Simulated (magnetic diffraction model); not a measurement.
# Magnetic neutron pattern of LiCr₂Cl₅

Space group P1 (no. 1), a = 6.7750 Å, b = 7.4890 Å, c = 9.4550 Å, α = 110.49°, β = 90.45°, γ = 115.82°.

```
site  atom       x       y       z
  1a    Cr  0.1938  0.8866  0.8867
  1a    Cr  0.1689  0.8701  0.3856
  1a    Cr  0.8284  0.1476  0.6360
  1a    Cr  0.8233  0.1373  0.1294
  1a    Cl  0.8267  0.5018  0.2660
  1a    Cl  0.4549  0.7604  0.4752
  1a    Cl  0.9914  0.8721  0.6376
  1a    Cl  0.7833  0.7586  0.9696
  1a    Cl  0.3741  0.8781  0.1333
  1a    Cl  0.6204  0.1218  0.8741
  1a    Cl  0.2138  0.2503  0.0395
  1a    Cl  0.9801  0.1048  0.3647
  1a    Cl  0.5365  0.2486  0.5460
  1a    Cl  0.1685  0.4905  0.7674
  1a    Li  0.5841  0.5213  0.4608
  1a    Li  0.4338  0.5114  0.9580
```

This is a made-up structure (elements placed in a structure type, unrelaxed), so the numbers test the method and describe no known phase.

Only Cr is taken to order (form factors of Cr2+); orders and moment sizes are assumed, and not adapted to the symmetry. Radiation: neutrons of λ = 2.0775 Å, 8° to 30°; isotropic B of 0.17 Å² (Cr), 0.25 Å² (Cl) and 0.36 Å² (Li). The intensities are simulated: I ∝ L Σ (|F_N|² + |F_M⊥|²) for unpolarised neutrons, with F_M = 2.695 fm/μB × Σ f(s) S exp(2πi Q·r) exp(−B s²) at Q = H ± k (one set where k and −k are equivalent), only the part normal to Q counting and L = 1/(sin²θ cos θ). For collinear order S is the moment m, which repeats by lattice and centring translations R with the sign exp(−2πi k·R). Form factors are spin-only for 3d ions and dipole or tabulated for f ions, scattering lengths are Sears's of 1992, and absorption is left out. A label names one of the reflections at its angle. The strongest nuclear line in the range is 100, and lines under 0.2 are left out.

Assume the order k = (0 0 0), collinear moments along [101], 2.52 μB on Cr; signs + at (0.1938, 0.8866, 0.8867), + at (0.1689, 0.8701, 0.3856), − at (0.8284, 0.1476, 0.6360), − at (0.8233, 0.1373, 0.1294).

Predict the pattern, nuclear and magnetic parts apart.

| 2θ (°) | index | nuclear | magnetic |
| --- | --- | --- | --- |
| 13.72 | (0 0 1) | 0.4 | 0.0 |
| 18.78 | (0 1 -1) | 0.2 | 0.1 |
| 19.29 | (0 1 0) | 100.0 | 60.7 |
| 19.98 | (1 0 0) | 16.3 | 60.9 |
| 20.27 | (1 -1 0) | 14.3 | 63.9 |
| 22.02 | (1 0 -1) | 0.7 | 0.1 |
| 26.43 | (1 0 1) | 0.6 | 0.1 |
| 26.64 | (-1 1 1) | 1.2 | 0.0 |
| 26.80 | (0 1 -2) | 43.5 | 8.9 |
| 27.65 | (0 0 2) | 7.1 | 20.6 |
| 27.89 | (0 1 1) | 0.4 | 0.0 |

The strongest magnetic line in the range is (1 -1 0) at 20.27° (63.9). On top of the Lorentz factor, which all lines share, magnetic lines fade with angle because f falls: for Cr2+ it is 0.88, 0.62, 0.37 and 0.09 at sin θ/λ = 0.1, 0.2, 0.3 and 0.5 Å⁻¹, while nuclear lengths stay constant. The order has no net moment.

[Logs are printed without paths, hosts, clocks, repeated set-up lines and the standing remarks that a program may print on its own settings, such as how far it seeks lower states.]
